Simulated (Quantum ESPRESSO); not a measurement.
Records of electronic-structure calculations.

```cif
data_ba2femoo6
_symmetry_space_group_name_H-M 'Fm-3m'
_symmetry_Int_Tables_number 225
_cell_length_a 8.0690
_cell_length_b 8.0690
_cell_length_c 8.0690
_cell_angle_alpha 90.000
_cell_angle_beta 90.000
_cell_angle_gamma 90.000
_cell_volume 525.36
loop_
_atom_site_label
_atom_site_type_symbol
_atom_site_symmetry_multiplicity
_atom_site_Wyckoff_symbol
_atom_site_fract_x
_atom_site_fract_y
_atom_site_fract_z
_atom_site_occupancy
Ba1 Ba 8 c 0.25000 0.75000 0.75000 1
Fe1 Fe 4 b 0.50000 0.00000 0.00000 1
Mo1 Mo 4 a 0.00000 0.00000 0.00000 1
O1 O 24 e 0.24320 0.00000 0.00000 1
_calc_subject 'Magnetic state of Ba2FeMoO6 from several starts'
_calc_method 'PBEsol; plane waves with GBRV 1.5 PBEsol potentials, no spin-orbit coupling (and 1 further level or step)'
_calc_program 'Quantum ESPRESSO 7.5'
_calc_settings_of_one_run 'GBRV 1.5 PBEsol, cutoff 544.23 eV, 4×4×4 k-mesh, 60 bands, fermi-dirac occupations, smearing width 0.05 eV, collinear spin, SCF threshold 2.00e-8, mesh matched on, starting moments 0 0 4 2 0 0 0 0 0 0 μB'
_calc_cost '2 runs, 91 s in all on 4 MPI ranks of Arm Neoverse V1, shared host (the runs of this entry)'
_calc_notes 'The run is spin-polarised, with a total moment of 4.00 μB a cell (absolute 4.72). No Hubbard term acts here. In such compounds local and semilocal functionals without one often delocalise the d electrons, and can shrink or lose moments and miss the size, sign and order of the couplings. The smearing term is large for its width, so states at the Fermi level are partly filled: at this level the cell is a metal or has a gap of a few widths at most.'
_calc_lowest_state_found 'ferrimagnetic (from ferro ++ and ferri +-)'
_calc_largest_site_moment '3.56 μB'
```

[Logs and program files are shortened in this print: banners, set-up blocks, solver, clock and traceback lines can be left out without a mark of their own.]

[Logs are printed without paths, hosts, clocks, repeated set-up lines and the standing remarks that a program may print on its own settings, such as how far it seeks lower states.]

[Hosts, paths, dates, database ids (printed as entryN), source tags and the programs' standing remarks are cut or masked in the printed files.]

[Where a cell is said to come from a database of computed structures, the database is the Materials Project.]
